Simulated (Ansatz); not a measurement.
**What (KF)1(LiBr)3 [001] superlattice, started as rocksalt type distorts into**

Aim: this structure of (KF)1(LiBr)3 [001] superlattice, started as rocksalt type is to be tested for unstable modes, and one is followed downhill.

Main program and level: Ansatz 0.2.0; DFT PBEsol, scalar-relativistic, plane waves, PAW.

Most raw output is cut from this account.

The structure was built from a prototype and need not be the compound's stable phase.

## Step 1: Starting point

It takes space group P4/mmm (No. 123, tetragonal). Conventional cell: a = 3.743 Å, b = 3.743 Å, c = 11.830 Å, α = 90.00°, β = 90.00°, γ = 90.00°. Nearest to Br lie 5 Li at 2.65 to 2.73 Å and 1 K at 3.19 Å. Nearest to Br lie 6 Li at 2.65 to 2.74 Å. Nearest to F lie 4 K at 2.65 Å. Nearest to K lie 4 F at 2.65 Å and 2 Br at 3.19 Å. Li has 5 Br at 2.65 to 2.74 Å nearest. Nearest to Li lie 6 Br at 2.65 to 2.73 Å. Farther neighbours and most contacts between anions are not listed.

## Step 2: Modes at Γ

The cell comes from relaxations at this level that are not shown. The zone centre is the only wavevector solved here; it holds the modes that light can see, as far as symmetry allows. The response to a homogeneous field gives the Born charges and the dielectric tensor, and its change with displacement the Raman tensors.

input.yaml

```yaml
crystal:
  lattice:
    - [2.6465588508, 2.6465588508, 0.0]
    - [-2.6465588508, 2.6465588508, 0.0]
    - [0.0, 0.0, 11.8302523355]
  atoms:
    - { symbol: Br, position: [0.0, 0.0, 0.2693838995] }
    - { symbol: Br, position: [0.5, 0.5, 0.5] }
    - { symbol: Br, position: [0.0, 0.0, 0.7306161005] }
    - { symbol: F, position: [0.5, 0.5, 0.0] }
    - { symbol: K, position: [0.0, 0.0, 0.0] }
    - { symbol: Li, position: [0.5, 0.5, 0.2684468035] }
    - { symbol: Li, position: [0.0, 0.0, 0.5] }
    - { symbol: Li, position: [0.5, 0.5, 0.7315531965] }
kpoints:
  mp_grid: { grid: [8, 8, 2] }
hamiltonian:
  xc: pbesol
scf:
  occupations: { method: fixed }
output:
  eigenvalues: true
phonons:
  method: dfpt
  dielectric: true
  rigid_motions: translations
  raman: true
```

Run with:

```console
ansatz run input.yaml --threads 8 --pin off --max-ram 14336MiB --backend cpu --events-out ev --progress --plain --runs-dir out
```

The job ended after 2.6 min (8 threads of Arm Neoverse V2, shared host; peak memory 3.4 GiB).

Numbers from this step:

| Quantity | Value |
| --- | --- |
| gap on the k-mesh | 4.964 eV |
| volume per atom | 20.72 Å³ |
| sum-rule residual before enforcement | 4.31e-4 eV/Å² |
| miss of the charge sum rule | 0.01109 e |
| estimated error of the dielectric tensor | 0.01033 |
| estimated error of the Born charges | 0.01158 e |
| point group | 4/mmm |
| highest optical mode at the zone centre (no LO-TO term) | 252.5 cm⁻¹ |
| lowest optical zone-centre mode | -142.6 cm⁻¹ |
| mean high-frequency dielectric constant | 2.976 |
| largest Born charge (third of the trace) | -1.305 e |
| top of the zone-centre spectrum with the field | 364.5 cm⁻¹ |

Without the LO-TO term. Patterns of degenerate modes are one choice out of their space. The modes at Γ (shares of kinetic energy by element, %) (negative means imaginary):

```csv
mode,frequency (cm⁻¹),symmetry,Br %,F %,K %,Li %
1,-142.6,A2u,0,51,0,48
2,0.0,acoustic,75,6,12,7
3,0.0,acoustic,75,6,12,7
4,0.0,acoustic,75,6,12,7
5,40.0,Eu,18,21,59,1
6,40.0,Eu,18,21,59,1
7,48.9,Eg,94,0,0,6
8,48.9,Eg,94,0,0,6
9,71.7,Eu,92,0,1,7
10,71.7,Eu,92,0,1,7
11,85.8,A1g,89,0,0,11
12,104.9,A2u,84,0,15,2
13,133.4,A2u,34,12,37,18
14,177.2,Eu,0,72,28,0
15,177.2,Eu,0,72,28,0
16,184.5,A2u,3,17,26,55
17,194.9,A1g,11,0,0,89
18,226.7,Eu,7,0,0,93
19,226.7,Eu,7,0,0,93
20,228.4,Eg,6,0,0,94
21,228.4,Eg,6,0,0,94
22,230.3,Eu,7,0,0,93
23,230.3,Eu,7,0,0,93
24,252.5,A2u,4,14,10,72
```

Displacements in mode 1 (-142.6 cm⁻¹), the largest set to 1:
```
Br1  0.00  0.00  0.00
Br2  0.00  0.00 -0.04
Br3  0.00  0.00  0.00
F4   0.00  0.00  0.89
K5   0.00  0.00  0.04
Li6  0.00  0.00 -1.00
Li7  0.00  0.00 -0.18
Li8  0.00  0.00 -1.00
```

Displacements in mode 13 (133.4 cm⁻¹), the largest set to 1:
```
Br1  0.00  0.00 -0.42
Br2  0.00  0.00  0.10
Br3  0.00  0.00 -0.42
F4   0.00  0.00  0.72
K5   0.00  0.00  0.90
Li6  0.00  0.00  1.00
Li7  0.00  0.00 -0.44
Li8  0.00  0.00  1.00
```

Before it was imposed, the acoustic sum rule was missed by 4.3e-4 eV/Å² and the charge sum rule by 0.011 e. Small misses are needed for a sound result but don't prove that mesh and cutoff are converged. The lowest optical mode is imaginary, 142.6i cm⁻¹, so the energy falls along it.

## Step 3: The mode frozen in, largest atomic shift 0 Å

The mode followed lies at Γ with frequency 142.6i cm⁻¹, the softest among the wavevectors solved. At small amplitude the distorted cell has space group no. 99 by a symmetry search on the positions. The undistorted cell that holds it gives the zero of energy on the same k mesh.

input.yaml, as its differences from that of step 2:

```diff
@@ -19,9 +19,6 @@
 scf:
-  occupations: { method: fixed }
+  occupations: { method: gaussian, width: 0.02 }
 output:
+  forces: true
+  stress: true
   eigenvalues: true
-phonons:
-  method: dfpt
-  dielectric: true
-  rigid_motions: translations
-  raman: true
```

Wall time 1.3 s (8 threads); peak memory 0.78 GiB; 9.2 s of CPU time.

This step gave:

* pressure: -1.25e-4 GPa
* energy from the undistorted cell: 0 meV/atom

At this level the gap is 4.96 eV on the k-mesh of the self-consistent run, which can miss the band edges.

## Step 4: The mode frozen in, largest atomic shift 0.6 Å

The atoms are moved along the unstable eigenvector, the largest shift by 0.6 Å, with the cell fixed.

input.yaml, the sections that differ from step 3:

```yaml
crystal:
  lattice:
    - [2.6465588508, 2.6465588508, 0.0]
    - [-2.6465588508, 2.6465588508, 0.0]
    - [0.0, 0.0, 11.8302523355]
  atoms:
    - { symbol: Br, position: [0.0, 0.0, 0.2694088226] }
    - { symbol: Br, position: [0.5, 0.5, 0.4978280575] }
    - { symbol: Br, position: [0.0, 0.0, 0.7306410235] }
    - { symbol: F, position: [0.5, 0.5, 0.0452920818] }
    - { symbol: K, position: [0.0, 0.0, 0.0019907575] }
    - { symbol: Li, position: [0.5, 0.5, 0.217729373] }
    - { symbol: Li, position: [0.0, 0.0, 0.4906641869] }
    - { symbol: Li, position: [0.5, 0.5, 0.6808357661] }
# kpoints, hamiltonian, scf, output: as in step 3
```

It took 1.9 s on 8 threads; peak memory 0.68 GiB; 13 s of CPU time.

Numbers from this step:

* pressure: 0.7066 GPa
* gap on the k-mesh: 4.431 eV
* energy from the undistorted cell: -22.93 meV/atom

The energy, extrapolated to zero smearing, is -22.93 meV/atom against the undistorted cell.

The run ends at a pressure of 0.71 GPa, with forces up to 1.3 eV/Å.

## Step 5: Energy along the mode, all amplitudes (two of the runs are shown above)

An imaginary frequency means negative curvature, so the energy should fall and then rise again as anharmonic terms take over.

This step gave:

```
depth at the lowest point sampled  : 22.93 meV/atom
largest atomic shift at that point : 0.6 Å
```

The energy from the parent by largest atomic shift:

```
largest atomic shift (Å)  energy from the parent (meV/atom)
                   0.000                                  0
                   0.040                              -0.22
                   0.080                             -0.875
                   0.140                              -2.64
                   0.220                               -6.3
                   0.320                              -12.4
                   0.450                              -20.7
                   0.600                              -22.9
```

Displacement at unit largest shift by atom:

```csv
atom,x (Å),y (Å),z (Å),size
Br1,0.00,0.00,0.00,0.00
Br2,0.00,0.00,-0.04,0.04
Br3,0.00,0.00,0.00,0.00
F4,0.00,0.00,0.89,0.89
K5,0.00,0.00,0.04,0.04
Li6,0.00,0.00,-1.00,1.00
Li7,0.00,0.00,-0.18,0.18
Li8,0.00,0.00,-1.00,1.00
```

The lowest of the steps tried is the last one, at 0.6 Å, 22.9 meV/atom below the parent; the bottom of the well need not coincide with a step.

## Step 6: Relaxing from the distorted cell

Starting from the lowest point found, all atoms and the cell are let go, so that strain and other modes of the same symmetry can join in.

input.yaml, as its differences from that of step 4:

```diff
@@ -19,3 +19,3 @@
 scf:
-  occupations: { method: gaussian, width: 0.02 }
+  occupations: { method: fixed }
 output:
@@ -24 +24,6 @@
   eigenvalues: true
+relax:
+  adjacent_minimum: "off"
+  f_tol: 0.002
+  max_steps: 120
+  cell: { stress_tol: 0.03 }
```

Wall time 29 s (8 threads); peak memory 0.78 GiB; 3.7 min of CPU time.

Step by step:

```csv
step,energy less that of the first step (eV),largest force component (eV/Å),pressure (GPa),volume (Å³)
1,0.0000,1.3485,0.71,165.72
2,-0.1154,0.7259,0.41,169.16
3,-0.2309,0.2846,0.18,167.17
4,-0.2593,0.1462,0.14,168.80
5,-0.2672,0.0570,0.02,169.45
6,-0.2720,0.0190,-0.07,170.57
7,-0.2722,0.0105,-0.04,170.44
8,-0.2724,0.0076,0.02,170.04
9,-0.2724,0.0014,0.00,170.20
10*,-0.2778,0.0014,0.05,170.20
11,-0.2777,0.0078,-0.01,170.79
12,-0.2778,0.0028,0.00,170.74
13,-0.2778,0.0011,0.00,170.75
14*,-0.2781,0.0011,0.00,170.75
```

Relaxation steps marked * repeat the geometry before them on a plane-wave basis chosen anew for their cell, so energy and pressure can jump there.

Forces are held to the 8 operations that the run works with; a distortion that breaks them can't arise in this run.

```csv
"conventional cell, symmetrised",before,after,change
a (Å),3.743,3.692,-1.3 %
b (Å),3.743,3.692,-1.3 %
c (Å),11.830,12.524,+5.9 %
volume (Å³/atom),20.72,21.34,+3.0 %
```

The atoms that moved most (Å, as changes of fractional coordinates times the final cell):

| atom | dx | dy | dz | length |
| --- | --- | --- | --- | --- |
| Li7 | 0.000 | 0.000 | -0.342 | 0.342 |
| Li8 | 0.000 | 0.000 | 0.237 | 0.237 |
| Br3 | 0.000 | 0.000 | 0.210 | 0.210 |
| Li6 | 0.000 | 0.000 | -0.205 | 0.205 |
| F4 | 0.000 | 0.000 | 0.140 | 0.140 |
| Br1 | 0.000 | 0.000 | -0.129 | 0.129 |
| K5 | 0.000 | 0.000 | 0.069 | 0.069 |
| Br2 | 0.000 | 0.000 | 0.020 | 0.020 |

Final coordinates:

```cif
data_structure
_symmetry_space_group_name_H-M 'P 1'
_symmetry_Int_Tables_number 1
_cell_length_a 3.6924
_cell_length_b 3.6924
_cell_length_c 12.5240
_cell_angle_alpha 90.000
_cell_angle_beta 90.000
_cell_angle_gamma 90.000
_cell_volume 170.75
loop_
_atom_site_label
_atom_site_type_symbol
_atom_site_fract_x
_atom_site_fract_y
_atom_site_fract_z
_atom_site_occupancy
Br1 Br 0.00000 0.00000 0.25909 1
Br2 Br 0.50000 0.50000 0.49941 1
Br3 Br 0.00000 0.00000 0.74738 1
F4 F 0.50000 0.50000 0.05644 1
K5 K 0.00000 0.00000 0.00750 1
Li6 Li 0.50000 0.50000 0.20140 1
Li7 Li 0.00000 0.00000 0.46339 1
Li8 Li 0.50000 0.50000 0.69978 1
```

This step gave:

| Property | Result |
| --- | --- |
| pressure | 6.73e-4 GPa |
| gap on the k-mesh | 4.277 eV |
| volume per atom | 21.34 Å³ |

The distorted start has space group P4mm; the relaxation ends in P4mm.

## Step 7: The new phase in its own primitive cell

The relaxed structure is symmetrised, reduced to its primitive cell and relaxed tightly, as its phonons need.

input.yaml

```yaml
crystal:
  lattice:
    - [3.6924092452, 0.0, 0.0]
    - [0.0, 3.6924092452, 0.0]
    - [0.0, 0.0, 12.5239672348]
  atoms:
    - { symbol: Br, position: [0.0, 0.0, 0.259087894] }
    - { symbol: Br, position: [0.5, 0.5, 0.4994056109] }
    - { symbol: Br, position: [0.0, 0.0, 0.7473765088] }
    - { symbol: F, position: [0.5, 0.5, 0.0564433862] }
    - { symbol: K, position: [0.0, 0.0, 0.0075032858] }
    - { symbol: Li, position: [0.5, 0.5, 0.2013990724] }
    - { symbol: Li, position: [0.0, 0.0, 0.4633928144] }
    - { symbol: Li, position: [0.5, 0.5, 0.6997814965] }
kpoints:
  mp_grid: { grid: [6, 6, 2] }
hamiltonian:
  xc: pbesol
scf:
  occupations: { method: fixed }
output:
  forces: true
  stress: true
  eigenvalues: true
relax:
  adjacent_minimum: "off"
  f_tol: 0.001
  max_steps: 60
  cell: { stress_tol: 0.01 }
```

The job ended after 6 s (8 threads; peak memory 0.77 GiB).

Little changed from the start: no atom moved by 0.005 Å and no cell edge by 0.1 %.

This step gave:

```
pressure           : 4.67e-4 GPa
gap on the k-mesh  : 4.275 eV
volume per atom    : 21.35 Å³
direct gap on mesh : 4.501 eV
```

The largest force component left is 0.72 meV/Å and the pressure is 0.000 GPa, within the tolerances set. The cell now holds 21.35 Å³/atom.

## Step 8: Modes of the new phase, k-mesh 6×6×2

A relaxed structure may still be a saddle point, so its zone-centre modes are computed. The response to a homogeneous field gives the Born charges and the dielectric tensor, and its change with displacement the Raman tensors.

input.yaml

```yaml
crystal:
  lattice:
    - [3.6925877336, 0.0, 0.0]
    - [0.0, 3.6925877336, 0.0]
    - [0.0, 0.0, 12.5250697252]
  atoms:
    - { symbol: Br, position: [0.0, 0.0, 0.2590929863] }
    - { symbol: Br, position: [0.5, 0.5, 0.4994239988] }
    - { symbol: Br, position: [0.0, 0.0, 0.7473707956] }
    - { symbol: F, position: [0.5, 0.5, 0.056417932] }
    - { symbol: K, position: [0.0, 0.0, 0.0074965629] }
    - { symbol: Li, position: [0.5, 0.5, 0.2013672803] }
    - { symbol: Li, position: [0.0, 0.0, 0.4634315758] }
    - { symbol: Li, position: [0.5, 0.5, 0.6997889373] }
kpoints:
  mp_grid: { grid: [6, 6, 2] }
hamiltonian:
  xc: pbesol
scf:
  occupations: { method: fixed }
output:
  eigenvalues: true
phonons:
  method: dfpt
  dielectric: true
  rigid_motions: translations
  raman: true
```

The job ended after 2.6 min (8 threads; peak memory 3 GiB; 18 min of CPU time).

Numbers from this step:

* sum-rule residual before enforcement: 2.11e-4 eV/Å²
* miss of the charge sum rule: 0.01223 e
* estimated error of the dielectric tensor: 0.01031
* estimated error of the Born charges: 0.01187 e
* point group: 4mm
* highest optical mode at the zone centre (no LO-TO term): 491.3 cm⁻¹
* lowest optical zone-centre mode: 25.55 cm⁻¹
* mean high-frequency dielectric constant: 2.896
* largest Born charge (third of the trace): -1.244 e
* mean static dielectric constant: 8.444
* top of the zone-centre spectrum with the field: 512.2 cm⁻¹

Without the LO-TO term. Patterns of degenerate modes are one choice out of their space. The modes at Γ (shares of kinetic energy by element, %):

```
mode  frequency (cm⁻¹)  symmetry  Br %  F %  K %  Li %
   1               0.0  acoustic    75    6   12     7
   2               0.0  acoustic    75    6   12     7
   3               0.0  acoustic    75    6   12     7
   4              25.6         E    67    8   20     6
   5              25.6         E    67    8   20     6
   6              47.1         E    84    2    7     7
   7              47.1         E    84    2    7     7
   8              65.0         E    55    6   39     0
   9              65.0         E    55    6   39     0
  10              72.2        A1    76    7   11     6
  11              89.3        A1    92    2    4     3
  12             141.2        A1    46   12   38     4
  13             164.3         E     2   68   23     7
  14             164.3         E     2   68   23     7
  15             186.5         E     7    0    0    93
  16             186.5         E     7    0    0    93
  17             196.3        A1     1   47   31    22
  18             216.0         E     7    1    0    92
  19             216.0         E     7    1    0    92
  20             219.2         E     2   10    0    88
  21             219.2         E     2   10    0    88
  22             283.3        A1     6    3    3    87
  23             331.2        A1     4    0    1    95
  24             491.3        A1     0   23    0    76
```

Displacements in mode 5 (25.6 cm⁻¹), the largest set to 1:
```
Br1 -0.13 -0.68  0.00
Br2  0.06  0.33  0.00
Br3  0.19  1.00  0.00
F4  -0.17 -0.88  0.00
K5  -0.18 -0.97  0.00
Li6 -0.16 -0.82  0.00
Li7  0.06  0.29  0.00
Li8  0.18  0.93  0.00
```

Displacements in mode 23 (331.2 cm⁻¹), the largest set to 1:
```
Br1  0.00  0.00  0.01
Br2  0.00  0.00 -0.06
Br3  0.00  0.00 -0.03
F4   0.00  0.00  0.00
K5   0.00  0.00 -0.04
Li6  0.00  0.00  0.14
Li7  0.00  0.00 -0.04
Li8  0.00  0.00  1.00
```

Optical modes at the zone centre, without and with the macroscopic field of the longitudinal modes; each column is sorted by frequency, so a row need not hold one and the same mode. Modes with and without the field, by row:

| rank among optical modes | no field (cm⁻¹) | q along (1, 0, 0) (cm⁻¹) | q along (0, 0, 1) (cm⁻¹) |
| --- | --- | --- | --- |
| 1 | 25.6 | 25.6 | 25.6 |
| 2 | 25.6 | 26.2 | 25.6 |
| 3 | 47.1 | 47.1 | 47.1 |
| 4 | 47.1 | 47.2 | 47.1 |
| 5 | 65 | 65 | 65 |
| 6 | 65 | 68.6 | 65 |
| 7 | 72.2 | 72.2 | 75.2 |
| 8 | 89.3 | 89.3 | 89.6 |
| 9 | 141.2 | 141.2 | 145.5 |
| 10 | 164.3 | 164.3 | 164.3 |
| 11 | 164.3 | 165.5 | 164.3 |
| 12 | 186.5 | 186.5 | 186.5 |
| 13 | 186.5 | 196.1 | 186.5 |
| 14 | 196.3 | 196.3 | 216 |
| 15 | 216 | 216 | 216 |
| 16 | 216 | 216.5 | 218.3 |
| 17 | 219.2 | 219.2 | 219.2 |
| 18 | 219.2 | 283.3 | 219.2 |
| 19 | 283.3 | 331.2 | 296.2 |
| 20 | 331.2 | 349.4 | 352.6 |
| 21 | 491.3 | 491.3 | 512.2 |

Born charge (rows field, columns displacement) (e), principal values of the symmetric part by kind of site:

```csv
atom,atoms with these values,low,middle,high,mean
Br1,1,-1.12,-1.12,-0.97,-1.07
Br2,1,-1.22,-1.22,-0.84,-1.09
Br3,1,-1.28,-1.28,-0.91,-1.15
F4,1,-1.36,-1.18,-1.18,-1.24
K5,1,1.11,1.11,1.47,1.23
Li6,1,0.92,1.24,1.24,1.13
Li7,1,0.90,1.23,1.23,1.12
Li8,1,0.78,1.23,1.23,1.08
```

In full for Li8:

```
1.23 0.00 0.00
0.00 1.23 0.00
0.00 0.00 0.78
```

High-frequency dielectric tensor:

```
2.98 0.00 0.00
0.00 2.98 0.00
0.00 0.00 2.73
```

Static dielectric tensor (ions relaxed, fixed cell):

```
10.03  0.00  0.00
 0.00 10.03  0.00
 0.00  0.00  5.26
```

Transverse modes. Lines of the infrared spectrum (strongest = 100):

```
position (cm⁻¹)  label  relative intensity
             26      E                 0.2
             47      E                 0.1
             65      E                 3.4
             72     A1                 0.9
             89     A1                 0.1
            141     A1                 2.7
            164      E                 5.9
            186      E                  54
            196     A1                  14
            216      E                  20
            219      E                 100
            283     A1                  10
            331     A1                  12
            491     A1                  18
```

Activity x (w_L - w)^4 (n + 1)/w, 532 nm, 300 K; modes without the macroscopic field alone. Raman lines, with heights relative to the strongest:

| position (cm⁻¹) | label | relative intensity |
| --- | --- | --- |
| 26 | E | 67 |
| 47 | E | 4.2 |
| 65 | E | 56 |
| 72 | A1 | 61 |
| 89 | A1 | 14 |
| 141 | A1 | 100 |
| 164 | E | 30 |
| 186 | E | 2.9 |
| 196 | A1 | 31 |
| 216 | E | 3.0 |
| 219 | E | 8.8 |
| 283 | A1 | 55 |
| 331 | A1 | 87 |
| 491 | A1 | 12 |

Before it was imposed, the acoustic sum rule was missed by 2.1e-4 eV/Å² and the charge sum rule by 0.012 e. Small misses are needed for a sound result but don't prove that mesh and cutoff are converged. The lowest optical mode is real, 25.6 cm⁻¹.

## Step 9: The phases reached

The phases reached along the modes that were followed are set side by side.

Energies are those of the first relaxation, on the mesh of the frozen mode; space group, volume and gap are those of the last relaxation. Phases, by row:

| mode frozen in | space group | energy from parent (meV/atom) | volume (Å³/atom) | gap on mesh (eV) | lowest zone-centre optical mode (cm⁻¹) | largest shift (Å) |
| --- | --- | --- | --- | --- | --- | --- |
| parent | P4/mmm | 0 | 20.72 | 4.964 | – | – |
| q = (0, 0, 0), 143i cm⁻¹ | P4mm | -57.69 | 21.35 | 4.275 | 25.6 | 0.81 |

## Step 10: Summary of results

- unstable mode of the parent: q = (0, 0, 0), 143i cm⁻¹
- depth at the lowest point sampled: 22.9 meV/atom
- largest atomic shift at that point: 0.6 Å
- space group reached (within 0.01 Å): P4mm
- energy gained over the parent (first relaxation, on the mesh of the frozen mode): 57.7 meV/atom
- volume per atom, phase reached: 21.3 Å³
- gap on the k-mesh, phase reached: 4.28 eV
- lowest optical zone-centre mode, phase reached: 25.6 cm⁻¹
- highest optical mode at the zone centre (no LO-TO term), phase reached: 491 cm⁻¹

In words: Along this mode the structure falls into P4mm, 57.7 meV/atom below the parent. At the parent's cell the well is 22.93 meV/atom deep on the steps tried, with its lowest point at a shift of 0.6 Å. That is the last step tried, so the steps alone don't bracket the bottom of the well. Relaxing atoms and cell changes the gain by +34.76 meV/atom against the lowest step (energies at zero smearing). Most of the total comes from this relaxation. The new phase has no imaginary mode at the zone centre of its cell; other wavevectors were not checked. Each path keeps the symmetry of its pattern, so a lower phase may lie along a pattern not tried. The starting cell was built on a prototype and not taken from a measurement, so the phase need not exist.

[Logs are printed without paths, hosts, clocks, repeated set-up lines and the standing remarks that a program may print on its own settings, such as how far it seeks lower states.]

[Hosts, paths, dates, database ids (printed as entryN), source tags and the programs' standing remarks are cut or masked in the printed files.]
